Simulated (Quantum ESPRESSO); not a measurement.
# 1T-PtSe2, 1 layer: a series in biaxial strain, part 2 of 6

Aim: how the results for 1T-PtSe2, 1 layer change with biaxial strain.

Quantum ESPRESSO 7.5; plane-wave DFT, PBE, GBRV ultrasoft pseudopotentials.

So far. Step 2 (Relaxing cell and ions of the reference):  The last row is no step: it is a fresh SCF in the final cell with a new plane-wave basis, +0 meV from the row before.

### 3. Relaxing the ions, -4 %

Input file m0.relax.in:

```
&control
  prefix = 'm0.relax'
  outdir = './out'
  pseudo_dir = './pseudo'
  nstep = 40
  forc_conv_thr = 0.0003
  calculation = 'relax'
  tstress = .true.
/
&system
  ibrav = 0
  nat = 3
  ntyp = 2
  ecutwfc = 50
  ecutrho = 250
  occupations = 'smearing'
  smearing = 'fd'
  degauss = 0.002
/
&electrons
  conv_thr = 1e-09
  mixing_beta = 0.4
  electron_maxstep = 120
  mixing_mode = 'plain'
/
&ions
/
ATOMIC_SPECIES
  Se  78.9710  se_pbe_v1.uspp.F.UPF
  Pt  195.0840  pt_pbe_v1.4.uspp.F.UPF
CELL_PARAMETERS angstrom
  3.59572344384000 0.00000000000000 0.00000000000000
  -1.79786172192000 3.11398784736000 0.00000000000000
  0.00000000000000 0.00000000000000 17.26771779500000
ATOMIC_POSITIONS crystal
  Se  0.666666666700 0.333333333300 0.424236160800
  Pt  0.000000000000 0.000000000000 0.500000000000
  Se  0.333333333300 0.666666666700 0.575763839200
K_POINTS automatic
  12 12 1 0 0 0
```

Launch:

```
$ OMP_NUM_THREADS=1 mpirun -n 4 pw.x -nk 4 -in m0.relax.in > m0.relax.out
```

Output:

```text
[banner, memory and clock lines left out]
Program PWSCF v.7.5 starts
[citation notice left out]

[...]
Message from routine setup:
[...]
bravais-lattice index     =            0
     lattice parameter (alat)  =       6.7949  a.u.
     unit-cell volume          =    1304.7723 (a.u.)^3
     number of atoms/cell      =            3
     number of atomic types    =            2
     number of electrons       =        28.00
     number of Kohn-Sham states=           18
     kinetic-energy cutoff     =      50.0000  Ry
     charge density cutoff     =     250.0000  Ry
     scf convergence threshold =      1.0E-09
     mixing beta               =       0.4000
     number of iterations used =            8  plain     mixing
     energy convergence thresh.=      1.0E-04
     force convergence thresh. =      3.0E-04
     Exchange-correlation=  SLA  PW   PBX  PBC
                           (   1   4   3   4   0   0   0)
     nstep                     =           40

[...]
PseudoPot. # 1 for Se read from file:
     ./pseudo/se_pbe_v1.uspp.F.UPF
     Pseudo is Ultrasoft + core correction, Zval =  6.0
     Generated by new atomic code, or converted to UPF format
     Using radial grid of  877 points,  6 beta functions with:
                l(1) =   0
                l(2) =   0
                l(3) =   1
                l(4) =   1
                l(5) =   2
                l(6) =   2
     Q(r) pseudized with  8 coefficients,  rinner =    1.300   1.300   1.300
                                                       1.300   1.300

     PseudoPot. # 2 for Pt read from file:
     ./pseudo/pt_pbe_v1.4.uspp.F.UPF
     Pseudo is Ultrasoft + core correction, Zval = 16.0
     Generated by new atomic code, or converted to UPF format
     Using radial grid of  985 points,  6 beta functions with:
                l(1) =   0
                l(2) =   0
                l(3) =   1
                l(4) =   1
                l(5) =   2
                l(6) =   2
     Q(r) pseudized with  8 coefficients,  rinner =    1.300   1.300   1.300
                                                       1.300   1.300

     atomic species   valence    mass     pseudopotential
     Se                6.00    78.97100     Se( 1.00)
     Pt               16.00   195.08400     Pt( 1.00)

     12 Sym. Ops., with inversion, found

[...]
number of k points=    19  Fermi-Dirac smearing, width (Ry)=  0.0020
[...]
Dense  grid:    87021 G-vectors     FFT dimensions: (  36,  36, 180)

     Smooth grid:    62463 G-vectors     FFT dimensions: (  32,  32, 150)

     Initial potential from superposition of free atoms

     starting charge      27.4998, renormalised to      28.0000

     negative rho (up, down):  1.863E-01 0.000E+00
     Starting wfcs are   20 randomized atomic wfcs

     per-process dynamical memory:    68.7 Mb

     Self-consistent Calculation

     iteration #  1     ecut=    50.00 Ry     beta= 0.40
     Davidson diagonalization with overlap
     ethr =  1.00E-02,  avg # of iterations =  5.1

     negative rho (up, down):  1.745E-01 0.000E+00

     total energy              =    -297.30377178 Ry
     estimated scf accuracy    <       1.83555600 Ry

     iteration #  2     ecut=    50.00 Ry     beta= 0.40
[...]
negative rho (up, down):  1.758E-01 0.000E+00

[...]
total energy              =    -297.80685941 Ry
     estimated scf accuracy    <       1.15254690 Ry

     iteration #  3     ecut=    50.00 Ry     beta= 0.40
[...]
negative rho (up, down):  1.737E-01 0.000E+00

[...]
total energy              =    -297.96933072 Ry
     estimated scf accuracy    <       0.01448021 Ry

     iteration #  4     ecut=    50.00 Ry     beta= 0.40
[...]
negative rho (up, down):  1.727E-01 0.000E+00

[...]
total energy              =    -297.97126495 Ry
     estimated scf accuracy    <       0.00391012 Ry

     iteration #  5     ecut=    50.00 Ry     beta= 0.40
[...]
negative rho (up, down):  1.727E-01 0.000E+00

[...]
total energy              =    -297.97171748 Ry
     estimated scf accuracy    <       0.00055345 Ry

     iteration #  6     ecut=    50.00 Ry     beta= 0.40
[...]
negative rho (up, down):  1.728E-01 0.000E+00

[...]
total energy              =    -297.97187499 Ry
     estimated scf accuracy    <       0.00011128 Ry

     iteration #  7     ecut=    50.00 Ry     beta= 0.40
[...]
negative rho (up, down):  1.728E-01 0.000E+00

[...]
total energy              =    -297.97191643 Ry
     estimated scf accuracy    <       0.00000337 Ry

     iteration #  8     ecut=    50.00 Ry     beta= 0.40
[...]
negative rho (up, down):  1.728E-01 0.000E+00

[...]
total energy              =    -297.97191859 Ry
     estimated scf accuracy    <       0.00000012 Ry

     iteration #  9     ecut=    50.00 Ry     beta= 0.40
[...]
negative rho (up, down):  1.728E-01 0.000E+00

[...]
total energy              =    -297.97191870 Ry
     estimated scf accuracy    <       0.00000004 Ry

     iteration # 10     ecut=    50.00 Ry     beta= 0.40
[...]
negative rho (up, down):  1.728E-01 0.000E+00

[...]
total energy              =    -297.97191872 Ry
     estimated scf accuracy    <          2.4E-09 Ry

     iteration # 11     ecut=    50.00 Ry     beta= 0.40
[...]
negative rho (up, down):  1.728E-01 0.000E+00

[...]
End of self-consistent calculation

          k = 0.0000 0.0000 0.0000 (  7855 PWs)   bands (ev):

   -53.6263 -53.6263 -53.6050 -15.2403 -13.1872  -6.2999  -6.2083  -6.2083
    -3.8555  -3.8555  -2.0285  -1.4650  -0.5519  -0.5519   2.6763   2.6763
     3.9291   4.4755

          k = 0.0000 0.0962 0.0000 (  7827 PWs)   bands (ev):

   -53.6275 -53.6266 -53.6048 -15.1525 -13.1921  -6.2388  -6.2077  -6.1577
    -3.9682  -3.9136  -2.2630  -1.3143  -0.6476  -0.5449   2.0892   2.5358
     4.1278   4.6199

[...]
the Fermi energy is     0.1387 ev

!    total energy              =    -297.97191873 Ry
     estimated scf accuracy    <          1.5E-10 Ry
     smearing contrib. (-TS)   =      -0.00000000 Ry
     internal energy E=F+TS    =    -297.97191873 Ry

     The total energy is F=E-TS. E is the sum of the following terms:
     one-electron contribution =    -912.55342265 Ry
     hartree contribution      =     460.48038185 Ry
     xc contribution           =    -116.43073879 Ry
     ewald contribution        =     270.53186086 Ry

     convergence has been achieved in  11 iterations

     negative rho (up, down):  1.728E-01 0.000E+00

     Forces acting on atoms (cartesian axes, Ry/au):

     atom    1 type  1   force =    -0.00000000    0.00000000   -0.04468598
     atom    2 type  2   force =     0.00000000    0.00000000    0.00000000
     atom    3 type  1   force =     0.00000000    0.00000000    0.04468598

     Total force =     0.063196     Total SCF correction =     0.000020

     Computing stress (Cartesian axis) and pressure

     negative rho (up, down):  1.728E-01 0.000E+00
          total   stress  (Ry/bohr**3)                   (kbar)     P=       38.07
   0.00030398   0.00000000   0.00000000           44.72        0.00        0.00
   0.00000000   0.00030398   0.00000000            0.00       44.72        0.00
   0.00000000   0.00000000   0.00016833            0.00        0.00       24.76

     BFGS Geometry Optimization
     Energy error            =      4.0E-03 Ry
     Gradient error          =      4.5E-02 Ry/Bohr

     number of scf cycles    =   1
     number of bfgs steps    =   0

     energy             new  =    -297.9719187346 Ry

     new trust radius        =       0.0446859801 bohr
     new conv_thr            =       0.0000000010 Ry

ATOMIC_POSITIONS (crystal)
Se               0.6666666667        0.3333333333        0.4228667382
Pt               0.0000000000        0.0000000000        0.5000000000
Se               0.3333333333        0.6666666667        0.5771332618

[...]
NEW-OLD atomic charge density approx. for the potential

     negative rho (up, down):  1.729E-01 0.000E+00

     per-process dynamical memory:    74.6 Mb

[...]
!    total energy              =    -297.97533196 Ry
[...]
Total force =     0.044953     Total SCF correction =     0.000050
[...]
number of bfgs steps    =   1
[...]
energy             new  =    -297.9753319564 Ry
[...]
new trust radius        =       0.0491545781 bohr
[...]
!    total energy              =    -297.97778505 Ry
[...]
Total force =     0.025778     Total SCF correction =     0.000025
[...]
number of bfgs steps    =   2
[...]
energy             new  =    -297.9777850453 Ry
[...]
new trust radius        =       0.0660786831 bohr
[...]
!    total energy              =    -297.97904593 Ry
[...]
Total force =     0.001494     Total SCF correction =     0.000016
[...]
number of bfgs steps    =   3
[...]
energy             new  =    -297.9790459283 Ry
[...]
new trust radius        =       0.0040661227 bohr
[...]
Self-consistent Calculation

     iteration #  1     ecut=    50.00 Ry     beta= 0.40
     Davidson diagonalization with overlap
     ethr =  1.00E-06,  avg # of iterations =  2.0

     Threshold (ethr) on eigenvalues was too large:
     Diagonalizing with lowered threshold

     Davidson diagonalization with overlap
     ethr =  3.78E-09,  avg # of iterations =  5.5

     negative rho (up, down):  1.731E-01 0.000E+00

     total energy              =    -297.97905029 Ry
     estimated scf accuracy    <       0.00000060 Ry

[...]
iteration #  6     ecut=    50.00 Ry     beta= 0.40
[...]
negative rho (up, down):  1.731E-01 0.000E+00

[...]
End of self-consistent calculation

          k = 0.0000 0.0000 0.0000 (  7855 PWs)   bands (ev):

   -53.4648 -53.4109 -53.4109 -14.8257 -13.1810  -6.1153  -5.6546  -5.6546
    -3.5774  -3.5774  -2.1741  -1.5818  -0.4127  -0.4127   2.4310   2.4310
     3.8229   4.5557

          k = 0.0000 0.0962 0.0000 (  7827 PWs)   bands (ev):

   -53.4646 -53.4121 -53.4112 -14.7431 -13.1733  -6.0280  -5.6986  -5.6116
    -3.6875  -3.6288  -2.3580  -1.4414  -0.5596  -0.4059   1.8965   2.3105
     4.0422   4.6645

[...]
the Fermi energy is     0.1728 ev

!    total energy              =    -297.97905039 Ry
     estimated scf accuracy    <          3.5E-11 Ry
     smearing contrib. (-TS)   =      -0.00000000 Ry
     internal energy E=F+TS    =    -297.97905039 Ry

     The total energy is F=E-TS. E is the sum of the following terms:
     one-electron contribution =    -894.53279998 Ry
     hartree contribution      =     451.60715542 Ry
     xc contribution           =    -116.30519754 Ry
     ewald contribution        =     261.25179171 Ry

     convergence has been achieved in   6 iterations

     negative rho (up, down):  1.731E-01 0.000E+00

     Forces acting on atoms (cartesian axes, Ry/au):

     atom    1 type  1   force =     0.00000000    0.00000000   -0.00003923
     atom    2 type  2   force =     0.00000000    0.00000000    0.00000000
     atom    3 type  1   force =     0.00000000    0.00000000    0.00003923

     Total force =     0.000055     Total SCF correction =     0.000009
     SCF correction compared to forces is large: reduce conv_thr to get better values

     Computing stress (Cartesian axis) and pressure

     negative rho (up, down):  1.731E-01 0.000E+00
          total   stress  (Ry/bohr**3)                   (kbar)     P=       15.50
   0.00015841   0.00000000   0.00000000           23.30        0.00        0.00
   0.00000000   0.00015841   0.00000000            0.00       23.30        0.00
  -0.00000000  -0.00000000  -0.00000078           -0.00       -0.00       -0.11

     Energy error            =      4.5E-06 Ry
     Gradient error          =      3.9E-05 Ry/Bohr

     bfgs converged in   5 scf cycles and   4 bfgs steps
     (criteria: energy <  1.0E-04 Ry, force <  3.0E-04 Ry/Bohr)

     End of BFGS Geometry Optimization

     Final energy             =    -297.9790503857 Ry

     File ./out/m0.relax.bfgs deleted, as requested
Begin final coordinates

ATOMIC_POSITIONS (crystal)
Se               0.6666666667        0.3333333333        0.4192107534
Pt               0.0000000000       -0.0000000000        0.5000000000
Se               0.3333333333        0.6666666667        0.5807892466
End final coordinates

[...]
```

Wall time 76 s (4 MPI ranks of Intel Xeon Platinum 8559C (Emerald Rapids), shared host); peak memory 0.66 GiB; 5 min of CPU time.

Step by step:

```
step  energy less that of the first step (eV)  largest force (eV/Å)
   1                                   0.0000                1.1489
   2                                  -0.0464                0.8173
   3                                  -0.0798                0.4687
   4                                  -0.0970                0.0272
   5                                  -0.0970                0.0010
```

The atoms that moved most (Å):

```
atom     dx     dy      dz  length
 Se3  0.000  0.000   0.087   0.087
 Se1  0.000  0.000  -0.087   0.087
```

Final coordinates:

```xyz
3
Lattice="3.5957 0.0000 0.0000 -1.7979 3.1140 0.0000 0.0000 0.0000 17.2677" Properties=species:S:1:pos:R:3
Se    1.7979    1.0380    7.2388
Pt    0.0000    0.0000    8.6339
Se    0.0000    2.0760   10.0289
```

The relaxation lowers the energy by 32 meV an atom.

Read from the output:

| Item | Value |
| --- | --- |
| free energy | -4054.2115 eV |
| Fermi energy | 0.1728 eV |

### 4. SCF with pw.x, -4 %

The self-consistent run of this member.

Input file m0.scf.in:

```
&control
  prefix = 'm0.scf'
  outdir = './out'
  pseudo_dir = './pseudo'
  calculation = 'scf'
  tprnfor = .true.
/
&system
  ibrav = 0
  nat = 3
  ntyp = 2
  ecutwfc = 40
  ecutrho = 200
  occupations = 'smearing'
  smearing = 'fd'
  degauss = 0.002
  nbnd = 18
/
&electrons
  conv_thr = 1e-09
  mixing_beta = 0.4
  electron_maxstep = 120
  mixing_mode = 'plain'
/
ATOMIC_SPECIES
  Se  78.9710  se_pbe_v1.uspp.F.UPF
  Pt  195.0840  pt_pbe_v1.4.uspp.F.UPF
CELL_PARAMETERS angstrom
  3.59572344384000 0.00000000000000 0.00000000000000
  -1.79786172192000 3.11398784736000 0.00000000000000
  0.00000000000000 0.00000000000000 17.26771779500000
ATOMIC_POSITIONS crystal
  Se  0.666666666700 0.333333333300 0.419210753400
  Pt  0.000000000000 0.000000000000 0.500000000000
  Se  0.333333333300 0.666666666700 0.580789246600
K_POINTS automatic
  12 12 1 0 0 0
```

Launch:

```
$ OMP_NUM_THREADS=1 mpirun -n 4 pw.x -nk 4 -in m0.scf.in > m0.scf.out
```

Output:

```text
[banner, memory and clock lines left out]
Program PWSCF v.7.5 starts
[citation notice left out]

[...]
Message from routine setup:
[...]
bravais-lattice index     =            0
     lattice parameter (alat)  =       6.7949  a.u.
     unit-cell volume          =    1304.7723 (a.u.)^3
     number of atoms/cell      =            3
     number of atomic types    =            2
     number of electrons       =        28.00
     number of Kohn-Sham states=           18
     kinetic-energy cutoff     =      40.0000  Ry
     charge density cutoff     =     200.0000  Ry
     scf convergence threshold =      1.0E-09
     mixing beta               =       0.4000
     number of iterations used =            8  plain     mixing
     Exchange-correlation=  SLA  PW   PBX  PBC
                           (   1   4   3   4   0   0   0)

[...]
PseudoPot. # 1 for Se read from file:
     ./pseudo/se_pbe_v1.uspp.F.UPF
     Pseudo is Ultrasoft + core correction, Zval =  6.0
     Generated by new atomic code, or converted to UPF format
     Using radial grid of  877 points,  6 beta functions with:
                l(1) =   0
                l(2) =   0
                l(3) =   1
                l(4) =   1
                l(5) =   2
                l(6) =   2
     Q(r) pseudized with  8 coefficients,  rinner =    1.300   1.300   1.300
                                                       1.300   1.300

     PseudoPot. # 2 for Pt read from file:
     ./pseudo/pt_pbe_v1.4.uspp.F.UPF
     Pseudo is Ultrasoft + core correction, Zval = 16.0
     Generated by new atomic code, or converted to UPF format
     Using radial grid of  985 points,  6 beta functions with:
                l(1) =   0
                l(2) =   0
                l(3) =   1
                l(4) =   1
                l(5) =   2
                l(6) =   2
     Q(r) pseudized with  8 coefficients,  rinner =    1.300   1.300   1.300
                                                       1.300   1.300

     atomic species   valence    mass     pseudopotential
     Se                6.00    78.97100     Se( 1.00)
     Pt               16.00   195.08400     Pt( 1.00)

     12 Sym. Ops., with inversion, found

[...]
number of k points=    19  Fermi-Dirac smearing, width (Ry)=  0.0020
[...]
Dense  grid:    62463 G-vectors     FFT dimensions: (  32,  32, 150)

     Smooth grid:    44657 G-vectors     FFT dimensions: (  27,  27, 135)

     Initial potential from superposition of free atoms

     starting charge      27.4998, renormalised to      28.0000

     negative rho (up, down):  1.810E-01 0.000E+00
     Starting wfcs are   20 randomized atomic wfcs

     per-process dynamical memory:    50.7 Mb

     Self-consistent Calculation

     iteration #  1     ecut=    40.00 Ry     beta= 0.40
     Davidson diagonalization with overlap
     ethr =  1.00E-02,  avg # of iterations =  5.1

     negative rho (up, down):  1.710E-01 0.000E+00

     total energy              =    -297.28636899 Ry
     estimated scf accuracy    <       1.87514869 Ry

     iteration #  2     ecut=    40.00 Ry     beta= 0.40
[...]
negative rho (up, down):  1.730E-01 0.000E+00

[...]
total energy              =    -297.78115146 Ry
     estimated scf accuracy    <       1.41281955 Ry

     iteration #  3     ecut=    40.00 Ry     beta= 0.40
[...]
negative rho (up, down):  1.718E-01 0.000E+00

[...]
total energy              =    -297.97470985 Ry
     estimated scf accuracy    <       0.01514711 Ry

     iteration #  4     ecut=    40.00 Ry     beta= 0.40
[...]
negative rho (up, down):  1.714E-01 0.000E+00

[...]
total energy              =    -297.97678773 Ry
     estimated scf accuracy    <       0.00419275 Ry

     iteration #  5     ecut=    40.00 Ry     beta= 0.40
[...]
negative rho (up, down):  1.715E-01 0.000E+00

[...]
total energy              =    -297.97725035 Ry
     estimated scf accuracy    <       0.00066844 Ry

     iteration #  6     ecut=    40.00 Ry     beta= 0.40
[...]
negative rho (up, down):  1.715E-01 0.000E+00

[...]
total energy              =    -297.97742992 Ry
     estimated scf accuracy    <       0.00016254 Ry

     iteration #  7     ecut=    40.00 Ry     beta= 0.40
[...]
negative rho (up, down):  1.716E-01 0.000E+00

[...]
total energy              =    -297.97746579 Ry
     estimated scf accuracy    <       0.00000405 Ry

     iteration #  8     ecut=    40.00 Ry     beta= 0.40
[...]
negative rho (up, down):  1.716E-01 0.000E+00

[...]
total energy              =    -297.97748000 Ry
     estimated scf accuracy    <       0.00000050 Ry

     iteration #  9     ecut=    40.00 Ry     beta= 0.40
[...]
negative rho (up, down):  1.716E-01 0.000E+00

[...]
total energy              =    -297.97748013 Ry
     estimated scf accuracy    <          9.7E-09 Ry

     iteration # 10     ecut=    40.00 Ry     beta= 0.40
[...]
negative rho (up, down):  1.716E-01 0.000E+00

[...]
total energy              =    -297.97748016 Ry
     estimated scf accuracy    <          1.4E-09 Ry

     iteration # 11     ecut=    40.00 Ry     beta= 0.40
[...]
negative rho (up, down):  1.716E-01 0.000E+00

[...]
End of self-consistent calculation

          k = 0.0000 0.0000 0.0000 (  5549 PWs)   bands (ev):

   -53.4668 -53.4128 -53.4128 -14.8256 -13.1808  -6.1153  -5.6553  -5.6553
    -3.5781  -3.5781  -2.1741  -1.5817  -0.4125  -0.4125   2.4311   2.4311
     3.8257   4.5593

          k = 0.0000 0.0962 0.0000 (  5536 PWs)   bands (ev):

   -53.4666 -53.4140 -53.4131 -14.7430 -13.1732  -6.0280  -5.6991  -5.6122
    -3.6881  -3.6294  -2.3579  -1.4413  -0.5595  -0.4057   1.8965   2.3107
     4.0456   4.6683

[...]
the Fermi energy is     0.1733 ev

!    total energy              =    -297.97748016 Ry
     estimated scf accuracy    <          5.6E-10 Ry
     smearing contrib. (-TS)   =      -0.00000000 Ry
     internal energy E=F+TS    =    -297.97748016 Ry

     The total energy is F=E-TS. E is the sum of the following terms:
     one-electron contribution =    -894.52532419 Ry
     hartree contribution      =     451.60340863 Ry
     xc contribution           =    -116.30735638 Ry
     ewald contribution        =     261.25179178 Ry

     convergence has been achieved in  11 iterations

     negative rho (up, down):  1.716E-01 0.000E+00

     Forces acting on atoms (cartesian axes, Ry/au):

     atom    1 type  1   force =     0.00000000    0.00000000   -0.00017279
     atom    2 type  2   force =     0.00000000    0.00000000    0.00000000
     atom    3 type  1   force =    -0.00000000   -0.00000000    0.00017279

     Total force =     0.000244     Total SCF correction =     0.000052
     SCF correction compared to forces is large: reduce conv_thr to get better values

[...]
```

Elapsed: 16 s, on 4 MPI ranks; peak memory 0.45 GiB.

This step gave:

| Property | Result |
| --- | --- |
| free energy | -4054.1902 eV |
| Fermi energy | 0.1733 eV |
| valence top, on the run's zero | -0.4057 eV |
| conduction bottom, on the run's zero | 0.7205 eV |
| gap by band count | 1.126 eV |

[end of part 2 of 6]

[Logs are printed without paths, hosts, clocks, repeated set-up lines and the standing remarks that a program may print on its own settings, such as how far it seeks lower states.]

[Hosts, paths, dates, database ids (printed as entryN), source tags and the programs' standing remarks are cut or masked in the printed files.]

[Maps of the electrostatic potential energy from Ansatz leave out the sawtooth potential of an applied field or a dipole correction, so their vacuum need not be flat; planar profiles and work functions include it.]
